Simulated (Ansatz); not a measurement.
## NaCoCl3 in a distorted perovskite structure: screened interactions by constrained RPA

Wanted: U, U′ and J for a model of NaCoCl3 in a distorted perovskite structure, with the screening inside the target bands removed.

Calculated with Ansatz 0.2.0; LDA, without spin polarisation; plane waves, no spin–orbit coupling.

This account leaves out most program logs.

In doubt: warnings of the run leave room for a lower electronic state (in some of the runs), so energies may not be the lowest and differences between runs may mislead.

### 1. The structure

Symmetry: R-3m, No. 166, trigonal system. Conventional cell: a = 6.944 Å, b = 6.944 Å, c = 8.430 Å, α = 90.00°, β = 90.00°, γ = 120.00°. Nearest to Na lie 12 Cl at 3.45 to 3.47 Å. Co has 6 Cl at 2.45 Å nearest. Nearest to Cl lie 2 Co at 2.45 Å and 4 Na at 3.45 to 3.47 Å. perovskite prototype, lattice guessed from radii. Farther neighbours and most contacts between anions are not listed.

This cell was built for the study (perovskite prototype, lattice guessed from radii), not taken from an experiment; the compound need not form in this structure.

The cell was relaxed beforehand in Ansatz under PBE with U = 2.27 eV on Co d, ortho-atomic projectors, from parallel moments.

### 2. The self-consistent run

Constrained RPA removes the screening that the model will treat itself, so the target bands must be set apart from the rest. This run gives the bands on the mesh of the screening.

File input.yaml:

```yaml
crystal:
  lattice:
    - [4.895682876, -0.01431749, 0.01431749]
    - [-0.01431749, 4.895682876, 0.01431749]
    - [0.01431749, 0.01431749, 4.895682876]
  atoms:
    - { symbol: Na, position: [0.5, 0.5, 0.5] }
    - { symbol: Co, position: [0.0, 0.0, 0.0] }
    - { symbol: Cl, position: [0.5, 0.0, 0.0] }
    - { symbol: Cl, position: [0.0, 0.5, 0.0] }
    - { symbol: Cl, position: [0.0, 0.0, 0.5] }
kpoints:
  mp_grid: { grid: [4, 4, 4] }
hamiltonian:
  xc: lda
scf:
  occupations: { method: fermi_dirac, width: 0.1 }
  n_extra_bands: 16
output:
  eigenvalues: true
  hubbard:
    sites: [{ species: Co, l: d }, { species: Cl, l: p }]
    band_weights: true
  write_density: true
  write_potential: true
  elf: true
  volumetric_format: npy
magnetization:
  spin_polarized: false
```

Command:

```
$ ansatz run input.yaml --threads 4 --pin off --max-ram 8192MiB --backend cpu --events-out ev --progress --plain --runs-dir out
```

Wall time 1.1 s (4 threads of Arm Neoverse V2, shared host); peak memory 0.42 GiB; 3.7 s of CPU time.

Groups of bands that stay apart from their neighbours at every point of the mesh, lie near the Fermi energy and have the count of the wanted orbitals are tried as targets.

Valence density in the ac plane of the conventional cell at fractional y = 0.000, with atoms of Na and Co and Cl within 0.2 Å of it. It is the smooth field of the valence electrons, not physical close to the nuclei.

Ten steps, logarithmic in the rise over the least value, from '0' (0 e/Å³) to '9' (40 e/Å³), each cell a mean:
```
9620000000000000148
4310000000000000124
1101110000000111001
0001111000000111000
0001111000000111000
0000000000000000000
0000000000000000000
0000000000000000000
0000000011110000000
3100000123321000003
7510001232331000036
8610001231231000037
6300000233321000025
1000000122210000001
0000000001100000000
0000000000000000000
0000000000000000000
0000110000000111000
0001111000000111000
0001111000000111000
2111110000000011012
7410000000000000136
9720000000000000149
```
Columns run along a (6.9 Å), rows up along c (8.4 Å), edges of the conventional cell, whose origin can differ from the input's. Atoms in or near the plane, at fractional coordinates: Na at (0.00, 0.50), Co at (0.00, 0.00), Cl at (0.50, 0.50).

ELF in the ac plane of the conventional cell at fractional y = 0.000, with atoms of Na and Co and Cl within 0.2 Å of it. It is the smooth field of the valence electrons, not physical close to the nuclei.

Ten even steps from '_' (0.01) to '@' (0.94), each cell a mean:
```
@@++..........__________..........--##
==::..::==++++--..____::==++++--....--
....::++##%%##**::__..==##%%##**--....
__..--**%%%%%%**::__..++%%%%%%##==....
__..--**%%%%%%++..____==##%%%%##++..__
____--**####**--______..==######==..__
____..==++==::__________..--====::____
______....____..--==--::____....______
..__________::++##%%%%**--..________..
++==..____::**%%@@%%@@%%##==______::++
==**--____==%%@@%%**##@@%%**..__..++++
--**--____++%%@@%%==**@@@@**::__..++==
**++::____--##@@@@##%%@@%%++..____==**
--::______..==##%%@@%%%%**::______..--
____________..--++****==..____________
____..::::..____..::..____..::::..____
____::++****--..________::++****--..__
____--**%%%%##==..____::**%%%%##++..__
__..--**%%@@%%**::__..==##%%%%##++::__
....::**%%%%%%**::__..++##%%%%##==....
::....==**##**++..____--**##**++::..::
**--....------::______..::----::..::++
@@**::....____________________....==@@
```
Columns run along a (6.9 Å), rows up along c (8.4 Å), edges of the conventional cell, whose origin can differ from the input's. Atoms in or near the plane, at fractional coordinates: Na at (0.00, 0.50), Co at (0.00, 0.00), Cl at (0.50, 0.50).

### 3. Target: d shell, bands v4 to c1 (loose bound)

The whole shell is the model, so no transition inside it screens. The screening is solved for all empty bands at once, to a loose bound.

input.yaml, as its differences from that of step 2:

```diff
@@ -20,9 +20,7 @@
   eigenvalues: true
-  hubbard:
-    sites: [{ species: Co, l: d }, { species: Cl, l: p }]
-    band_weights: true
-  write_density: true
-  write_potential: true
-  elf: true
-  volumetric_format: npy
+  crpa:
+    kmesh: [4, 4, 4]
+    target_bands: [v4, c1]
+    projections: [{ species: Co, l: d }]
+    accuracy: low
 magnetization:
```

It took 2.3 min on 4 threads; peak memory 0.7 GiB.

On average 83 % of these bands' weight lies on the d shell and 15 % on ligand p.

crpa.toml:

```text
format = "ansatz-crpa/5"
scheme = "band"
gauge = "projected_orbitals"
pair_densities = "all_electron"
channels = "unpolarised"
target_bands = [21, 25] # 1-based inclusive; [v4, c1]
n_wann = 5
kmesh = [4, 4, 4]
coulomb_singularity = "probe_charge" # how the value at q + G = 0 is made
n_bands = 50 # of the sum over states
n_bands_solved = 55 # n_bands and the guard bands above it
multiplets_cut = [{ ik = 23, bands_in_whole_multiplets = 49, multiplet_ends_at = 51 }, { ik = 42, bands_in_whole_multiplets = 49, multiplet_ends_at = 51 }, { ik = 61, bands_in_whole_multiplets = 49, multiplet_ends_at = 51 }] # where n_bands ends inside a multiplet, whose members the sum reads at an even weight
ecut_chi_ev = 136.0 # of the sum over states
n_g_chi_min = 418 # of the sum over states
n_g_chi_max = 437 # of the sum over states
occupation_method = "tetrahedron_uncorrected" # the fill of the pass's bands
window_electrons = 6.999999999999998
eps_inv_head = 0.2992099019415122 # over all bands where the run has bounds, under no bound itself
head_ev = 0.6242605892255814 # what the value at q + G = 0 adds to the screened u_ev, u_prime_ev and u_bar_ev
gauge_min_gram_eig = 0.6058439977425143
accuracy = "low"
bounded_pairs = "on_site"
relative_bound_asked = 0.05 # of a bounded pair's interaction with itself less a negative term about q + G = 0
relative_bound = 0.02334917126965624 # the widest that a transfer ended at; inf where a lower bound tells none
atom_cut_share = 0.014874774321234279 # the most of relative_bound that the cut of the atoms' weakest response takes off q + G = 0
n_iterations_per_q = [2, 2, 2, 2, 2, 2, 2, 2, 2, 2, 2, 2, 2, 2, 2, 2, 2, 2, 2, 2, 2, 2, 2, 2, 2, 2, 2, 2, 2, 2, 2, 2, 2, 2, 2, 2, 2, 2, 2, 2, 2, 2, 2, 2, 2, 2, 2, 2, 2, 2, 2, 2, 2, 2, 2, 2, 2, 2, 2, 2, 2, 2, 2, 2] # Sternheimer iterations of each transfer, or of the one that it is turned from
solved_q = [0, 1, 2, 5, 6, 7, 10, 21, 22, 23, 25, 26, 42] # counted from 0 in that order: the transfers that were solved themselves
n_responses = 430 # of points of the mesh and spins, over the transfers in solved_q
omitted_band_gap_ev = 16.43478310588716 # the levels above the bands read over the highest of their spin channel that holds electrons, at the least
largest_band_residual_ev = 4.507808631191771e-6
dielectric_floor = 0.941912462101054 # under the dielectric matrices' eigenvalues off q + G = 0

[[shells]]
site = 1 # counted from 0, as a deck's `site` is
l = "d"
label = "3D" # of the pseudo-atomic shell
wannier_functions = [1, 2, 3, 4, 5] # counted from 1, as the tensor files' indices are
mr = [1, 2, 3, 4, 5] # each function's real harmonic by wannier90's number, 1 to 2l+1, in the order of wannier_functions

[shells.screened]
u_ev = 4.4572607038036
u_prime_ev = 3.4227448396508615
j_ev = 0.5128000571608893
u_bar_ev = 3.6296480124814097
j_bar_ev = 0.719703229991437

[shells.screened_half_width]
u_ev = 0.06554562481731288
u_prime_ev = 0.06541082743398471
j_ev = 0.007022697543258643
u_bar_ev = 0.05436071242598624
j_bar_ev = 0.009818925641090303

[shells.bare]
v_ev = 19.602032349732344
v_prime_ev = 18.24833313233352
j_ev = 0.6448351198129225
v_bar_ev = 18.519072975813284
j_bar_ev = 0.9155749632926872
```

```csv
shell,U (eV),U′ (eV),J (eV),bare U (eV),bare J (eV)
Co2 d,4.46,3.42,0.51,19.60,0.64
```

### 4. Target: d shell, bands v4 to c1 (sum over bands, screening cutoff 100 eV, 60 empty bands)

The whole shell is the model, so no transition inside it screens. The screening is summed over a limited number of empty bands, which is cheaper and leaves a tail out.

input.yaml, as its differences from that of step 3:

```diff
@@ -24,3 +24,5 @@
     projections: [{ species: Co, l: d }]
-    accuracy: low
+    accuracy: sum_over_states
+    n_empty_bands: 60
+    ecut_chi: 100
 magnetization:
```

Wall time 17 s (4 threads); peak memory 0.66 GiB; 61 s of CPU time.

On average 83 % of these bands' weight lies on the d shell and 15 % on ligand p.

crpa.toml:

```text
format = "ansatz-crpa/5"
scheme = "band"
gauge = "projected_orbitals"
pair_densities = "all_electron"
channels = "unpolarised"
target_bands = [21, 25] # 1-based inclusive; [v4, c1]
n_wann = 5
kmesh = [4, 4, 4]
coulomb_singularity = "probe_charge" # how the value at q + G = 0 is made
n_bands = 84 # of the sum over states
n_bands_solved = 89 # n_bands and the guard bands above it
multiplets_cut = [] # where n_bands ends inside a multiplet, whose members the sum reads at an even weight
ecut_chi_ev = 100.0 # of the sum over states
n_g_chi_min = 251 # of the sum over states
n_g_chi_max = 280 # of the sum over states
occupation_method = "tetrahedron_uncorrected" # the fill of the pass's bands
window_electrons = 6.999999999999999
eps_inv_head = 0.30170916141943516 # over all bands where the run has bounds, under no bound itself
head_ev = 0.6294749948408996 # what the value at q + G = 0 adds to the screened u_ev, u_prime_ev and u_bar_ev
gauge_min_gram_eig = 0.6058439977695339
accuracy = "sum_over_states" # no bound

[[shells]]
site = 1 # counted from 0, as a deck's `site` is
l = "d"
label = "3D" # of the pseudo-atomic shell
wannier_functions = [1, 2, 3, 4, 5] # counted from 1, as the tensor files' indices are
mr = [1, 2, 3, 4, 5] # each function's real harmonic by wannier90's number, 1 to 2l+1, in the order of wannier_functions

[shells.screened]
u_ev = 4.717850407208997
u_prime_ev = 3.577002088507021
j_ev = 0.5557982039838001
u_bar_ev = 3.8051717522474164
j_bar_ev = 0.7839678677241952

[shells.bare]
v_ev = 19.602032349859893
v_prime_ev = 18.24833313214129
j_ev = 0.6448351197282024
v_bar_ev = 18.519072975685013
j_bar_ev = 0.915574963271923
```

```
shell  U (eV)  U′ (eV)  J (eV)  bare U (eV)  bare J (eV)
Co2 d    4.72     3.58    0.56        19.60         0.64
```

### 5. Target: d shell, bands v4 to c1 (tighter bound)

The whole shell is the model, so no transition inside it screens. The bound on the screening is tightened.

input.yaml, as its differences from that of step 4:

```diff
@@ -24,5 +24,3 @@
     projections: [{ species: Co, l: d }]
-    accuracy: sum_over_states
-    n_empty_bands: 60
-    ecut_chi: 100
+    accuracy: medium
 magnetization:
```

Wall time 3.9 min (4 threads); peak memory 0.75 GiB.

On average 83 % of these bands' weight lies on the d shell and 15 % on ligand p.

| shell | U (eV) | U′ (eV) | J (eV) | bare U (eV) | bare J (eV) |
| --- | --- | --- | --- | --- | --- |
| Co2 d | 4.46 | 3.42 | 0.51 | 19.60 | 0.64 |

### 6. Target: d shell with ligand p, bands v13 to c1 (loose bound)

With the ligand bands in the model the orbitals are more compact and transitions between ligand and shell no longer screen. The screening is solved for all empty bands at once, to a loose bound.

input.yaml, as its differences from that of step 5:

```diff
@@ -22,5 +22,5 @@
     kmesh: [4, 4, 4]
-    target_bands: [v4, c1]
-    projections: [{ species: Co, l: d }]
-    accuracy: medium
+    target_bands: [v13, c1]
+    projections: [{ species: Co, l: d }, { species: Cl, l: p }]
+    accuracy: low
 magnetization:
```

Wall time 11 min (4 threads); peak memory 0.87 GiB.

On average 35 % of these bands' weight lies on the d shell and 62 % on ligand p.

```csv
shell,U (eV),U′ (eV),J (eV),bare U (eV),bare J (eV)
Co2 d,8.38,7.02,0.69,24.10,0.83
Cl3 p,6.08,5.06,0.49,13.57,0.72
Cl4 p,6.08,5.06,0.49,13.57,0.72
Cl5 p,6.08,5.06,0.49,13.57,0.72
```

### 7. Target: d shell with ligand p, bands v13 to c1 (sum over bands, screening cutoff 100 eV, 60 empty bands)

With the ligand bands in the model the orbitals are more compact and transitions between ligand and shell no longer screen. The screening is summed over a limited number of empty bands, which is cheaper and leaves a tail out.

input.yaml, as its differences from that of step 6:

```diff
@@ -24,3 +24,5 @@
     projections: [{ species: Co, l: d }, { species: Cl, l: p }]
-    accuracy: low
+    accuracy: sum_over_states
+    n_empty_bands: 60
+    ecut_chi: 100
 magnetization:
```

Run time: 68 s. Hardware: 4 threads; peak memory 0.79 GiB; 4.4 min of CPU time.

On average 35 % of these bands' weight lies on the d shell and 62 % on ligand p.

| shell | U (eV) | U′ (eV) | J (eV) | bare U (eV) | bare J (eV) |
| --- | --- | --- | --- | --- | --- |
| Co2 d | 8.71 | 7.25 | 0.72 | 24.10 | 0.83 |
| Cl3 p | 6.23 | 5.11 | 0.54 | 13.57 | 0.72 |
| Cl4 p | 6.23 | 5.11 | 0.54 | 13.57 | 0.72 |
| Cl5 p | 6.23 | 5.11 | 0.54 | 13.57 | 0.72 |

### 8. Target: d shell with ligand p, bands v13 to c1 (tighter bound)

With the ligand bands in the model the orbitals are more compact and transitions between ligand and shell no longer screen. The bound on the screening is tightened.

input.yaml, as its differences from that of step 7:

```diff
@@ -24,5 +24,3 @@
     projections: [{ species: Co, l: d }, { species: Cl, l: p }]
-    accuracy: sum_over_states
-    n_empty_bands: 60
-    ecut_chi: 100
+    accuracy: medium
 magnetization:
```

Elapsed: 14 min, on 4 threads; peak memory 0.94 GiB; 55 min of CPU time.

On average 35 % of these bands' weight lies on the d shell and 62 % on ligand p.

```csv
shell,U (eV),U′ (eV),J (eV),bare U (eV),bare J (eV)
Co2 d,8.39,7.02,0.69,24.10,0.83
Cl3 p,6.08,5.06,0.49,13.57,0.72
Cl4 p,6.08,5.06,0.49,13.57,0.72
Cl5 p,6.08,5.06,0.49,13.57,0.72
```

### 9. Side by side

```csv
target,settings,U(Co) (eV),J (eV),U over bare U,CPU time
d shell,loose bound,4.46,0.51,0.23,8.8 min
d shell,"sum over bands, screening cutoff 100 eV, 60 empty bands",4.72,0.56,0.24,61 s
d shell,tighter bound,4.46,0.51,0.23,15 min
d shell with ligand p,loose bound,8.38,0.69,0.35,42 min
d shell with ligand p,"sum over bands, screening cutoff 100 eV, 60 empty bands",8.71,0.72,0.36,4.4 min
d shell with ligand p,tighter bound,8.39,0.69,0.35,55 min
```

### 10. Results

| Property | Result |
| --- | --- |
| U(Co), d shell | 4.46 eV |
| U(Co), d shell with ligand p | 8.39 eV |
| J(Co), d shell | 0.513 eV |
| J(Co), d shell with ligand p | 0.688 eV |

**Reading.** For Co in NaCoCl3 in a distorted perovskite structure the d shell model has U = 4.46 eV and J = 0.51 eV. In the d shell model screening cuts U from 19.6 to 4.46 eV, while J keeps 80 % of its bare value, since exchange moves no net charge and is hard to screen. U depends on the model: 4.46 eV for d shell and 8.39 eV for d shell with ligand p. A wider target removes more screening and makes the orbitals more compact. The plain sum over bands gives 4.72 eV, +6 % from the bounded value, at 0.068 times its CPU time. The open shell is treated without spin polarisation, as is usual for a model's starting point; a magnetic state would screen otherwise. The values are static and belong to projected orbitals on a coarse mesh, with which they are not converged; they are not the U of linear response. The cell was built from a prototype and relaxed; a distortion that needs a larger cell, or another structure that the compound may prefer, is not captured.

[Logs and program files are shortened in this print: banners, set-up blocks, solver, clock and traceback lines can be left out without a mark of their own.]

[Logs are printed without paths, hosts, clocks, repeated set-up lines and the standing remarks that a program may print on its own settings, such as how far it seeks lower states.]

[Hosts, paths, dates, database ids (printed as entryN), source tags and the programs' standing remarks are cut or masked in the printed files.]

[Where a cell is said to come from a database of computed structures, the database is the Materials Project.]
